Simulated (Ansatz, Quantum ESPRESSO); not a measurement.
# Si3Os (Fm-3m): zone-centre phonons, part 3 of 3

Wanted: the vibrations of Si3Os (Fm-3m) at Γ, by two programs.

Quantum ESPRESSO 7.5; DFT LDA, scalar-relativistic, plane waves, PseudoDojo norm-conserving pseudopotentials.

So far. Step 5 (Linear response at Γ): The acoustic modes at Γ come out as far as 0.9 cm⁻¹ from zero, where they should vanish, a small numerical error. The lowest optical mode is imaginary, 54i cm⁻¹, an instability at this level and on this k mesh. Step 6 (Modes with the sum rule): The rule moves no optical mode by more than 0.1 cm⁻¹.

The structure was built from a prototype and need not be the compound's stable phase.

## (9) A second program

A second program on the same cell, potentials, cutoff and meshes tests the implementation of the phonon response, not its convergence. Its k mesh is centred on Γ.

This step: DFT LDA, scalar-relativistic, plane waves, PseudoDojo norm-conserving pseudopotentials (Ansatz 0.2.0).

input.yaml

```yaml
crystal:
  lattice:
    - [-2.9699438262, 0.0, 2.9699438262]
    - [0.0, 2.9699438262, 2.9699438262]
    - [-2.9699438262, 2.9699438262, 0.0]
  atoms:
    - { symbol: Os, position: [0.0, 0.0, 0.0] }
    - { symbol: Si, position: [0.5, 0.5, 0.5] }
    - { symbol: Si, position: [0.75, 0.75, 0.75] }
    - { symbol: Si, position: [0.25, 0.25, 0.25] }
kpoints:
  mp_grid: { grid: [10, 10, 10] }
hamiltonian:
  xc: lda
  pseudopotentials: { kind: nc, accuracy: standard }
scf:
  occupations: { method: cold, width: 0.27211 }
output:
  eigenvalues: true
basis:
  ecutwfc: 1006.821
phonons:
  method: dfpt
```

The run is started by

```
> ansatz run input.yaml --threads 4 --pin off --max-ram 8192MiB --backend cpu --events-out ev --progress --plain --runs-dir out
```

The log of the run:

```text
Warning: basis.ecutwfc = 1006.821 eV is below the records' recommended 1006.821291 eV, and the density's cutoff is lower with it unless basis.ecutrho_ratio is high enough to keep the records' density cutoff: compare with a run at a higher cutoff
zone centre: on kpoints.mp_grid the ground state, and the responses unless they are solved on pairs of k-points, stand on 102 of the mesh's 1000 k-points, reduced under 8 symmetry operations, with k and −k counted as one. Each operation leaves every solved displacement unchanged or reverses it
Engine: ansatz 0.2.0, aarch64-unknown-linux-gnu
Pseudopotentials: kind: nc
Pseudopotential: Os, nc, valence charge 16, recommended cutoff 1006.821291 eV (normal), Os.nc.azcp (PseudoDojo's, or run here from an input of PseudoDojo's; its table is named by hamiltonian.pseudopotentials.accuracy)
Pseudopotential: Si, nc, valence charge 4, recommended cutoff 435.38218 eV (normal), Si.nc.azcp (PseudoDojo's, or run here from an input of PseudoDojo's; its table is named by hamiltonian.pseudopotentials.accuracy)
Functional definition: SPW92
  exchange = slater_x
  correlation = pw_c
Crystal: 4 atoms, lattice volume = 52.393 Å³
Basis set: ecut = 1006.821 eV, 3839 PW (Γ), exchange–correlation on 90×90×90 points (8 copies of the dense FFT grid, shifted against one another)
Bands: 18, of which v1, the nominal top of the filled ones, is band 14 counted from 1 (13 counted from 0)
Symmetry: 48 space group operations
k-points: 102 of 1000 (irreducible under 8 space group operations, time reversal used)
Non-local potential: Os, projectors of the file, l = 0: 2, l = 1: 2, l = 2: 2, l = 3: 2
Non-local potential: Si, projectors of the file, l = 0: 2, l = 1: 2, l = 2: 2
Initial density: superposition of atomic densities (chi_scale 0.1, normalization cell, long waves kept (reshape's long-wave potential 0.00 eV rms))
Initial wavefunctions: pseudopotential atomic-orbital guess
Functional: x = slater, c = lda
SCF iter   1: F=—  HF=-3103.242167 eV  |F-HF|=—  |Δ(HF+E_count)|=         —  Δρ=3.90e-2  dr2=7.02e-1  ethr=3.10e-3  ⟨swp⟩=5.5  Hψ=19586  notcnv=0
automatic band count: the SCF goes on with 22 bands, as 18 were too few: they end inside the smearing window of the response
preconditioner: auto → Kerker (q_TF=auto, 2.458 Å⁻¹)  [metal: Δε(μ)=0.116 eV  Ē_g=9.615 eV  σ=0.272 eV  W_gap=0.29  n_scr=14 (ndim 8)  ℏωp=22.9 eV  f_vac=0.000  D(μ)=1.73/eV (n_scr^D=14)]
SCF iter   2: F=—  HF=-3103.070282 eV  |F-HF|=—  |Δ(HF+E_count)|=   1.72e-1  S|Δr|=    0.00e0  Δρ=1.92e-2  dr2=2.07e-1  ethr=2.51e-3  ⟨swp⟩=1.0  Hψ=3074  notcnv=0
SCF iter   3: F=—  HF=-3103.009281 eV  |F-HF|=—  |Δ(HF+E_count)|=   6.10e-2  S|Δr|=    0.00e0  Δρ=9.69e-3  dr2=4.34e-2  ethr=7.40e-4  ⟨swp⟩=1.0  Hψ=2032  notcnv=0
SCF iter   4: F=—  HF=-3102.990883 eV  |F-HF|=—  |Δ(HF+E_count)|=   1.84e-2  S|Δr|=    0.00e0  Δρ=9.32e-4  dr2=2.43e-4  ethr=1.55e-4  ⟨swp⟩=2.0  Hψ=3306  notcnv=0
SCF iter   5: F=—  HF=-3102.990779 eV  |F-HF|=—  |Δ(HF+E_count)|=   1.03e-4  S|Δr|=    0.00e0  Δρ=4.22e-4  dr2=4.20e-5  ethr=8.68e-7  ⟨swp⟩=2.0  Hψ=3475  notcnv=0  defer=2
SCF iter   6: F=—  HF=-3102.990762 eV  |F-HF|=—  |Δ(HF+E_count)|=   1.71e-5  S|Δr|=    0.00e0  Δρ=1.13e-4  dr2=2.01e-6  ethr=1.50e-7  ⟨swp⟩=2.1  Hψ=3259  notcnv=0  defer=2
SCF iter   7: F=—  HF=-3102.990837 eV  |F-HF|=—  |Δ(HF+E_count)|=   7.44e-5  S|Δr|=    0.00e0  Δρ=4.84e-6  dr2=6.49e-9  ethr=7.18e-9  ⟨swp⟩=2.1  Hψ=3491  notcnv=0  defer=40
SCF iter   8: F=—  HF=-3102.990837 eV  |F-HF|=—  |Δ(HF+E_count)|=   1.41e-9  S|Δr|=    0.00e0  Δρ=7.45e-7  dr2=1.91e-10  ethr=2.32e-11  ⟨swp⟩=2.4  Hψ=3359  notcnv=0  defer=40
SCF iter   9: F=-3102.990837 eV  HF=-3102.990837 eV  |F-HF|=9.09e-13  |Δ(HF+E_count)|=  4.23e-11  S|Δr|=    0.00e0  Δρ=8.52e-8  dr2=1.33e-12  ethr=1.00e-12  ⟨swp⟩=10.8  Hψ=13030  notcnv=0
SCF 1 converged in 9 iterations: F = -3102.990837 eV  dr2 = 1.33e-12
DFPT response loops at Γ: preconditioner auto → Kerker (q_TF=auto, 2.458 Å⁻¹) (partly filled bands, converged f_vac=0.001); β = 1.00, the filter's whole step (`scf.mixing.beta` (0.50) is not read by the response loops under this deck's `scf.mixing.preconditioner`; to damp them name `kerker` or `kerker_dos`, under which they read `scf.mixing.beta`, and type it under 1.00, their step now; both keys bind the ground state too); Broyden in place of MSR1
SCF converged after 9 iterations
Stability not checked: this state was not tested for a lower state beside it, because cold or Methfessel-Paxton smearing, or corrected tetrahedra, fill the levels in a way that the test cannot read (fill_not_monotonic; see scf.lower_state_search)
Free energy (F): -3102.990837 eV
Harris-Foulkes:  -3102.990837 eV  (|F-HF|=9.09e-13)
Internal energy: -3102.979261 eV  (E = F + TS)
E sigma→0 (E₀):  -3102.986978 eV
Entropy (-TS):   -0.011576 eV (-2.894 meV/atom)
Fermi energy:    15.723439 eV
Step filling:    the computed levels leave a gap of 0.0460 eV = 0.2 smearing widths at the electron count; against every level under it full and every level over it empty, smearing changes F+E_penalty+E_count by -3.220 meV and its σ→0 estimate by +0.639 meV
--- Per-component energies (eV) ---
  E_band       = -106.673851
  E_kinetic    = 899.523643
  E_local      = -1918.458142  (includes V_loc(G=0)·N_el)
  E_nonlocal   = 198.759307
  E_hartree    = 620.593731
  E_xc         = -691.562126
  E_vxc        = -527.686126  (∫ρ·V_xc dr)
  E_ewald      = -2211.835673
  E_smearing   = -0.011576  (= −TS)
  E_closure    = -0.000000  (closes the sum)
  Σ components = -3102.990837   (vs F -3102.990837, Δ=0.00e0)
--- Band table (eV; the first three rows and the last of 102) ---
  k-point 0: bands = [... 10 lower, 12.5559, 13.4627, 13.4627, 13.4627, 14.9597, 18.3122, 18.3122, 18.3122, ... 4 higher]
  k-point 1: bands = [... 10 lower, 12.6163, 13.1957, 14.1071, 14.1071, 15.8922, 17.0890, 17.7619, 17.7619, ... 4 higher]
  k-point 2: bands = [... 10 lower, 11.8865, 14.3488, 15.0755, 15.0755, 15.3725, 16.8497, 16.8497, 17.6801, ... 4 higher]
  k-point 101: bands = [... 10 lower, 12.9830, 12.9830, 13.5993, 15.8892, 17.8712, 20.3788, 20.3788, 21.0931, ... 4 higher]
--- Phonons (Γ-DFPT): 3 representative perturbations + reference, on 102 of 1000 k-points (Σ response iterations 9) ---
  k mesh reduced under 8 symmetry operations, with k and −k counted as one. Each operation leaves every solved displacement unchanged or reverses it
  ASR residual: 2.597e-4 → 0.000e0 eV/Å²; symmetrization residual: 4.022e-6 eV/Å²
  ASR residual per site (eV/Å²): 2.60e-4 1.97e-5 1.47e-5 1.47e-5
  Γ frequencies (cm⁻¹): -54.04 -54.04 -54.04 0.00 0.00 0.00 257.05 257.05 257.05 286.48 286.48 286.48
  non-analytic LO–TO correction: not included (Born effective charges unavailable; polar crystals: no LO–TO splitting at Γ)
```

Elapsed: 27 s, on 4 threads of Arm Neoverse V2, shared host; peak memory 1.5 GiB; 1.7 min of CPU time.

Read from the output:

```yaml
sum_rule_residual_before_enforcement: 2.60e-4 eV/Å²
lowest_optical_zone_centre_mode: -54.04 cm⁻¹
```

## (10) Side by side: QE PseudoDojo and Ansatz, PseudoDojo

Worked out from the results:

```
root-mean-square difference : 0.01 cm⁻¹
largest difference          : 0.01 cm⁻¹
```

Frequencies side by side, by row:

```tsv
q (reciprocal lattice)	mode	QE PseudoDojo (cm⁻¹)	Ansatz, PseudoDojo (cm⁻¹)
0 0 0	1	-54.04	-54.04
0 0 0	2	-54.04	-54.04
0 0 0	3	-54.04	-54.04
0 0 0	4	0	0
0 0 0	5	0	0
0 0 0	6	0	0
0 0 0	7	257	257.1
0 0 0	8	257	257.1
0 0 0	9	257	257.1
0 0 0	10	286.5	286.5
0 0 0	11	286.5	286.5
0 0 0	12	286.5	286.5
```

At the zone centre the largest difference (acoustic modes at Γ apart) is 0.003 % of the highest mode.

## (11) Results

| Property | Result |
| --- | --- |
| space group after relaxation | Fm-3m |
| volume per atom | 13.1 Å³ |
| highest optical zone-centre mode (no LO-TO term) | 286.5 cm⁻¹ |
| lowest optical zone-centre mode | -54.0 cm⁻¹ |
| imaginary optical modes at the zone centre (no q mesh in this session) | yes |
| largest difference from Ansatz, PseudoDojo | 0.01 cm⁻¹ |

What this shows: At the LDA level the optical modes of Si3Os (Fm-3m) at the zone centre run from 54i to 286 cm⁻¹, so the structure is a saddle point, with 3 modes beyond 10i cm⁻¹ there. Of the 9 optical modes, 6 are infrared active alone and 3 are Raman active alone; inversion symmetry keeps the two sets apart. QE PseudoDojo and Ansatz, PseudoDojo agree to 0.01 cm⁻¹ (0.003 % of the highest mode compared) on all solved modes but the acoustic ones at Γ, without the LO-TO term. These are harmonic frequencies at zero temperature: anharmonic shifts and linewidths and thermal expansion are left out. Spin-orbit coupling is left out, which can matter for the heavy elements here. In a metal the frequencies hang on the k mesh and the smearing, most of all near Kohn anomalies. The structure is a hypothetical one, built on a prototype.

[Host names and launcher messages were left out of these logs when they were recorded.]

[Logs are printed without paths, hosts, clocks, repeated set-up lines and the standing remarks that a program may print on its own settings, such as how far it seeks lower states.]

[Hosts, paths, dates, database ids (printed as entryN), source tags and the programs' standing remarks are cut or masked in the printed files.]
